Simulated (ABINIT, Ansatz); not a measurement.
# TiO2 (Rutile): G0W0 with ABINIT, start to end

How does a plane-wave GW calculation on TiO2 (Rutile) run from the first input to the gap?

Method: PBE and many-body steps on it, plane waves, in ABINIT 10.8.3.

**What was measured.**

- Gap 3.03 eV: direct gap, E perpendicular to c; optical experiment; 1.6 K; bulk crystal (literature value) (quoted in “Shallow Valence Band of Rutile GeO2 and P-type Doping”, 2020, arxiv:2011.08928).

- Gap 3.03 eV: experimental band gap, quoted; bulk crystal (quoted in “Polaron-induced phonon localization and stiffening in rutile TiO2”, 2016, arxiv:1612.05679).

- Gap 3.28 eV: optical bandgap after anatase to rutile transformation; spectroscopic ellipsometry; film (polycrystalline sol-gel film on Si(100), annealed at high temperature below 800 °C) (“Photocatalytic Performance of Sol-Gel Prepared TiO2 Thin Films Annealed at Various Temperatures”, 2023, pmc:10419699).

- Gap 3.09 ± 0.06 eV: optical gap from Tauc plot assuming indirect allowed transition; UV/vis diffuse reflectance, Kubelka-Munk and Tauc analysis; film (30 nm ALD shell on quartz particles, grown at 200 C, annealed in air at 500 C; rutile-rich with some anatase) on SiO2 (quartz particles) (“Defect-Mediated Crystallization of the Particulate TiO2 Photocatalyst Grown by Atomic Layer Deposition”, 2024, pmc:11726664).

- Gap 3.05 eV: band gap; bulk crystal (literature experimental value) (quoted in “Hydrogen related defects in titanium dioxide at the interface to palladium”, 2021, arxiv:2112.05953).

Most raw output is cut from this account.

### Step 1. Set-up

The structure is tetragonal, space group P4_2/mnm (No. 136). Conventional cell: a = 4.592 Å, b = 4.592 Å, c = 2.957 Å, α = 90.00°, β = 90.00°, γ = 90.00°. Nearest to Ti lie 6 O at 1.95 to 1.98 Å. O has 3 Ti at 1.95 to 1.98 Å nearest. Farther neighbours and most contacts between anions are not listed.

The cell and positions come from the Crystallography Open Database and are kept as given unless a step says otherwise.

### Step 2. Ground state

This step: ABINIT 10.8.3; DFT, PBE, plane waves, norm-conserving pseudopotentials.

The ground-state density comes first.

The input, run.abi:

```
acell 3*1.0 Angstrom
rprim 
  4.592200000000 0.000000000000 0.000000000000
  0.000000000000 4.592200000000 0.000000000000
  0.000000000000 0.000000000000 2.957400000000
ntypat 2
znucl 22 8
natom 6
typat 1 1 2 2 2 2
xred 
  0.000000000000 0.000000000000 0.000000000000
  0.500000000000 0.500000000000 0.500000000000
  0.304960000000 0.304960000000 0.000000000000
  0.195040000000 0.804960000000 0.500000000000
  0.695040000000 0.695040000000 0.000000000000
  0.804960000000 0.195040000000 0.500000000000
pp_dirpath "pseudos"
pseudos "Ti.upf, O.upf"
ecut 38
ngkpt 4 4 8
nshiftk 1
shiftk 0 0 0
kptopt 1
chksymbreak 0
nband 31
occopt 1
tolvrs 1e-10
nstep 60
prtwf 0
optforces 0
optstress 0
indata_prefix "in"
outdata_prefix "out"
tmpdata_prefix "tmp"
```

Launch:

```sh
$ OMP_NUM_THREADS=1 mpirun -n 8 abinit run.abi > log
```

The job ended after 55 s (8 MPI ranks of Arm Neoverse N1, shared host; peak memory 0.63 GiB).

This step gave:

```yaml
total_energy: -5039.8207 eV
gap: 1.917 eV
k_of_the_valence_top: 0, 0, 0
k_of_the_conduction_bottom: 0, 0, 0
least_direct_gap: 1.917 eV
```

The gap is direct, at Γ.

### Step 3. Bands along the symmetry lines

Levels along a band path, at the cheap level, show where the edges lie and whether the meshes to come will hold them.

The input, run.abi:

```
acell 3*1.0 Angstrom
rprim 
  4.592200000000 0.000000000000 0.000000000000
  0.000000000000 4.592200000000 0.000000000000
  0.000000000000 0.000000000000 2.957400000000
ntypat 2
znucl 22 8
natom 6
typat 1 1 2 2 2 2
xred 
  0.000000000000 0.000000000000 0.000000000000
  0.500000000000 0.500000000000 0.500000000000
  0.304960000000 0.304960000000 0.000000000000
  0.195040000000 0.804960000000 0.500000000000
  0.695040000000 0.695040000000 0.000000000000
  0.804960000000 0.195040000000 0.500000000000
pp_dirpath "pseudos"
pseudos "Ti.upf, O.upf"
ecut 38
iscf -2
irdden 1
kptopt 0
nkpt 75
kpt 
  0.00000000 0.00000000 0.00000000
  0.00000000 0.06250000 0.00000000
  0.00000000 0.12500000 0.00000000
  0.00000000 0.18750000 0.00000000
  0.00000000 0.25000000 0.00000000
  0.00000000 0.31250000 0.00000000
  0.00000000 0.37500000 0.00000000
  0.00000000 0.43750000 0.00000000
  0.00000000 0.50000000 0.00000000
  0.06250000 0.50000000 0.00000000
  0.12500000 0.50000000 0.00000000
  0.18750000 0.50000000 0.00000000
  0.25000000 0.50000000 0.00000000
  0.31250000 0.50000000 0.00000000
  0.37500000 0.50000000 0.00000000
  0.43750000 0.50000000 0.00000000
  0.50000000 0.50000000 0.00000000
  0.43750000 0.43750000 0.00000000
  0.37500000 0.37500000 0.00000000
  0.31250000 0.31250000 0.00000000
  0.25000000 0.25000000 0.00000000
  0.18750000 0.18750000 0.00000000
  0.12500000 0.12500000 0.00000000
  0.06250000 0.06250000 0.00000000
  0.00000000 0.00000000 0.00000000
  0.00000000 0.00000000 0.06250000
  0.00000000 0.00000000 0.12500000
  0.00000000 0.00000000 0.18750000
  0.00000000 0.00000000 0.25000000
  0.00000000 0.00000000 0.31250000
  0.00000000 0.00000000 0.37500000
  0.00000000 0.00000000 0.43750000
  0.00000000 0.00000000 0.50000000
  0.00000000 0.06250000 0.50000000
  0.00000000 0.12500000 0.50000000
  0.00000000 0.18750000 0.50000000
  0.00000000 0.25000000 0.50000000
  0.00000000 0.31250000 0.50000000
  0.00000000 0.37500000 0.50000000
  0.00000000 0.43750000 0.50000000
  0.00000000 0.50000000 0.50000000
  0.06250000 0.50000000 0.50000000
  0.12500000 0.50000000 0.50000000
  0.18750000 0.50000000 0.50000000
  0.25000000 0.50000000 0.50000000
  0.31250000 0.50000000 0.50000000
  0.37500000 0.50000000 0.50000000
  0.43750000 0.50000000 0.50000000
  0.50000000 0.50000000 0.50000000
  0.43750000 0.43750000 0.50000000
  0.37500000 0.37500000 0.50000000
  0.31250000 0.31250000 0.50000000
  0.25000000 0.25000000 0.50000000
  0.18750000 0.18750000 0.50000000
  0.12500000 0.12500000 0.50000000
  0.06250000 0.06250000 0.50000000
  0.00000000 0.00000000 0.50000000
  0.00000000 0.50000000 0.00000000
  0.00000000 0.50000000 0.06250000
  0.00000000 0.50000000 0.12500000
  0.00000000 0.50000000 0.18750000
  0.00000000 0.50000000 0.25000000
  0.00000000 0.50000000 0.31250000
  0.00000000 0.50000000 0.37500000
  0.00000000 0.50000000 0.43750000
  0.00000000 0.50000000 0.50000000
  0.50000000 0.50000000 0.00000000
  0.50000000 0.50000000 0.06250000
  0.50000000 0.50000000 0.12500000
  0.50000000 0.50000000 0.18750000
  0.50000000 0.50000000 0.25000000
  0.50000000 0.50000000 0.31250000
  0.50000000 0.50000000 0.37500000
  0.50000000 0.50000000 0.43750000
  0.50000000 0.50000000 0.50000000
istwfk *1
nband 31
nbdbuf 2
tolwfr 1e-08
nstep 40
prtwf 0
prtvol 0
indata_prefix "in"
outdata_prefix "out"
tmpdata_prefix "tmp"
```

Elapsed: 76 s, on 8 MPI ranks; peak memory 0.66 GiB; 10 min of CPU time.

This step gave:

```
gap                        : 1.917 eV
k of the valence top       : 0, 0, 0
k of the conduction bottom : 0, 0, 0
least direct gap           : 1.917 eV
```

The gap is 1.917 eV, as in the run before at this level.

The electronic bands at the labelled points (eV, zero at the top of the highest filled band):

```csv
point,band 21,band 22,band 23,band 24,band 25,band 26,band 27,band 28
Γ,-0.71,-0.45,-0.45,0.00,1.92,2.22,2.45,2.55
halfway,-1.43,-1.07,-0.82,-0.23,2.21,2.54,2.77,2.84
X,-1.64,-1.64,-0.74,-0.74,2.59,2.59,3.06,3.06
halfway,-1.48,-1.48,-1.08,-1.08,2.32,2.32,2.81,2.81
M,-1.31,-1.31,-1.06,-1.06,1.96,1.96,2.57,2.57
halfway,-1.73,-1.15,-1.12,-0.40,1.99,2.56,2.63,3.07
Γ,-0.71,-0.45,-0.45,0.00,1.92,2.22,2.45,2.55
halfway,-1.78,-1.48,-1.48,-0.46,2.27,2.60,2.87,3.18
Z,-2.35,-2.35,-1.42,-1.42,3.01,3.01,3.21,3.21
halfway,-1.78,-1.78,-1.61,-1.61,2.49,2.49,3.23,3.23
R,-2.04,-2.04,-1.03,-1.03,1.95,1.95,3.24,3.24
halfway,-1.52,-1.52,-0.88,-0.88,2.21,2.21,3.25,3.25
A,-1.27,-1.27,-0.68,-0.68,2.63,2.63,3.26,3.26
halfway,-1.83,-1.56,-1.38,-1.18,2.14,2.81,3.23,3.24
Z,-2.35,-2.35,-1.42,-1.42,3.01,3.01,3.21,3.21
jump to X,-1.64,-1.64,-0.74,-0.74,2.59,2.59,3.06,3.06
halfway,-1.97,-1.97,-0.85,-0.85,2.60,2.60,3.23,3.23
R,-2.04,-2.04,-1.03,-1.03,1.95,1.95,3.24,3.24
jump to M,-1.31,-1.31,-1.06,-1.06,1.96,1.96,2.57,2.57
halfway,-1.78,-1.78,-1.36,-1.36,2.73,2.73,2.93,2.93
A,-1.27,-1.27,-0.68,-0.68,2.63,2.63,3.26,3.26
```

### Step 4. Empty states on the mesh, 4×4×4 mesh, 199 bands

The sums over transitions need many empty states on a uniform mesh; this step solves for them.

The input, run.abi:

```
acell 3*1.0 Angstrom
rprim 
  4.592200000000 0.000000000000 0.000000000000
  0.000000000000 4.592200000000 0.000000000000
  0.000000000000 0.000000000000 2.957400000000
ntypat 2
znucl 22 8
natom 6
typat 1 1 2 2 2 2
xred 
  0.000000000000 0.000000000000 0.000000000000
  0.500000000000 0.500000000000 0.500000000000
  0.304960000000 0.304960000000 0.000000000000
  0.195040000000 0.804960000000 0.500000000000
  0.695040000000 0.695040000000 0.000000000000
  0.804960000000 0.195040000000 0.500000000000
pp_dirpath "pseudos"
pseudos "Ti.upf, O.upf"
ecut 38
ngkpt 4 4 4
nshiftk 1
shiftk 0 0 0
kptopt 1
chksymbreak 0
irdden 1
istwfk *1
nband 199
prtvol 0
optdriver 6
gwr_task "HDIAGO"
paral_kgb 0
occopt 1
indata_prefix "in"
outdata_prefix "out"
tmpdata_prefix "tmp"
```

It took 6.1 min on 8 MPI ranks; peak memory 9.9 GiB.

Numbers from this step:

| Quantity | Value |
| --- | --- |
| gap | 1.917 eV |
| k of the valence top | 0, 0, 0 |
| k of the conduction bottom | 0, 0, 0 |
| least direct gap | 1.917 eV |
| k points computed | 18 |
| lowest point of the top converged band, above the valence top | 98.8452 eV |

On this mesh the gap is 1.917 eV.

### Step 5. Screening, 4×4×4 mesh, 191 bands, screening to 174.2 eV

The RPA dielectric matrix is built and inverted for each q.

This step: RPA screening on PBE, plane waves, norm-conserving pseudopotentials.

run.abi, as its differences from that of step 4:

```diff
@@ -24,10 +24,11 @@
 chksymbreak 0
-irdden 1
 istwfk *1
-nband 199
-prtvol 0
-optdriver 6
-gwr_task "HDIAGO"
-paral_kgb 0
 occopt 1
+irdwfk 1
+optdriver 3
+nband 191
+ecuteps 6.4
+inclvkb 2
+awtr 1
+symchi 1
 indata_prefix "in"
```

Elapsed: 8.7 min, on 8 MPI ranks; peak memory 4.4 GiB.

This step gave:

- ε∞ with local fields, on this mesh, along the program's q direction: 8.54
- the same without local fields: 8.974
- plasma frequency: 32.58 eV
- plane waves in the screening matrix: 315

Local fields lower ε∞ by 5 %. On a Γ-centred mesh this coarse the value itself is usually too large, while a short band sum pulls it down.

### Step 6. Self-energy, 4×4×4 mesh, 191 bands, screening to 174.2 eV

The self-energy is evaluated for the states that the input lists, and the levels follow from it, in one-shot runs by the linearised quasiparticle equation.

This step: G0W0 on PBE, plane waves, norm-conserving pseudopotentials.

run.abi, as its differences from that of step 5:

```diff
@@ -27,8 +27,15 @@
 irdwfk 1
-optdriver 3
+optdriver 4
 nband 191
+gwcalctyp 0
+ecutsigx 38
+symsigma 1
+nkptgw 1
+kptgw 
+  0.0000000000 0.0000000000 0.0000000000
+bdgw 
+  22 26
 ecuteps 6.4
-inclvkb 2
-awtr 1
-symchi 1
+irdscr 1
+ppmodel 1
 indata_prefix "in"
```

The job ended after 23 s (8 MPI ranks; peak memory 3.2 GiB).

This step gave:

- G0W0 gap on the points computed: 3.343 eV
- starting gap on the mesh: 1.917 eV
- k of the valence top: 0, 0, 0
- k of the conduction bottom: 0, 0, 0
- Z at the valence top: 0.763
- Z at the conduction bottom: 0.778
- least direct G0W0 gap on the computed points: 3.343 eV

The gap on the mesh goes from 1.92 eV to 3.34 eV, a correction of +1.43 eV.

Limits: finite bands, cutoff and mesh; coarse k mesh. v1 is the top filled band, c1 the lowest empty one. Levels before and after the correction, in eV, zero at the valence-band top of each column:

|  | conduction bottom | valence top |
| --- | --- | --- |
| Kohn-Sham | 1.92 | 0.00 |
| G0W0 | 3.34 | 0.00 |

```
             level  energy (eV)
Kohn-Sham  Γ v3-v2       -0.452
Kohn-Sham     Γ v1        0.000
Kohn-Sham     Γ c1        1.917
Kohn-Sham     Γ c2        2.219
     G0W0  Γ v3-v2       -0.478
     G0W0     Γ v1        0.000
     G0W0     Γ c1        3.343
     G0W0     Γ c2        3.563
```

### Step 7. Where the time went

Times are wall times on 8 MPI ranks of Arm Neoverse N1, shared host, good to a factor of about two.

```csv
step,time,share,memory (GiB)
ground state,55 s,5 %,0.63
bands along the symmetry lines,76 s,7 %,0.66
empty states on the mesh,6.1 min,35 %,9.9
screening,8.7 min,50 %,4.4
self-energy,23 s,2 %,3.2
```

### Step 8. Results

* PBE gap: 1.92 eV, direct
* G0W0 gap on the mesh: 3.34 eV
* GW settings: 4×4×4 mesh, 191 bands, screening to 174.2 eV, Godby-Needs plasmon pole
* known limits: not at the basis limit; coarse k mesh

G0W0 moves the gap on the mesh from 1.92 eV to 3.34 eV (+1.43 eV), with Z of 0.76 and 0.78 at the edges. Local fields lower the RPA ε∞ on this mesh from 8.97 to 8.54; a Γ-centred mesh this coarse tends to raise both, most where the direct gap is narrow, while a short band sum lowers them. Only 1 of the mesh's irreducible points was corrected, so a valley elsewhere could overtake. Against experiment, by G0W0@PBE: the direct gap of 3.34 eV lies +0.31 eV from the measured 3.03 eV (direct, 1.6 K, quoted 2020); the gap of 3.34 eV lies +0.31 eV from the measured 3.03 eV (kind not stated, quoted 2016); the gap of 3.34 eV lies +0.06 eV from the measured 3.28 eV (optical, 2023); the gap of 3.34 eV lies +0.25 eV from the measured 3.09 ± 0.06 eV (indirect, on SiO2 (quartz particles), 2024); the gap of 3.34 eV lies +0.29 eV from the measured 3.05 eV (kind not stated, quoted 2021). An exciton line or allowed optical edge lies below the quasiparticle gap by the binding energy; a forbidden edge can push the onset above it. The calculation has static nuclei and no excitons; a measured gap holds zero-point and thermal motion, which mostly lowers it. Bands and cutoff are finite, so the gap is not at the basis limit. The miss can reach some tenths of an eV and take either sign; the mesh is an error of its own. In the G0W0 run levels were corrected at 1 k point alone, so a gap called «on the mesh» is the least over those, and an edge elsewhere would be missed. The 4×4×4 mesh is coarse for this cell, which bears on the long-range parts of exchange and screening.

[Paths, hosts, dates, memory and timing lines, banners, echoed tables and standing remarks are left out of the program output.]

[Logs are printed without paths, hosts, clocks, repeated set-up lines and the standing remarks that a program may print on its own settings, such as how far it seeks lower states.]

[Runs of the session that timed out or met a known fault of the program may be left out.]

[No measured gap is set beside runs whose start may be inverted or whose files or cutoffs have a known fault.]

[Hosts, paths, dates, database ids (printed as entryN), source tags and the programs' standing remarks are cut or masked in the printed files.]

[G0W0 gaps are taken among the corrected bands and points alone; a level outside them can change the order at an edge.]

[Where Ansatz stands beside ABINIT at settings called matched, ABINIT's density can come from a denser mesh and the files from another edition; pairs whose starting gaps differed by over 0.03 eV were left out, so agreement reads better than it is.]
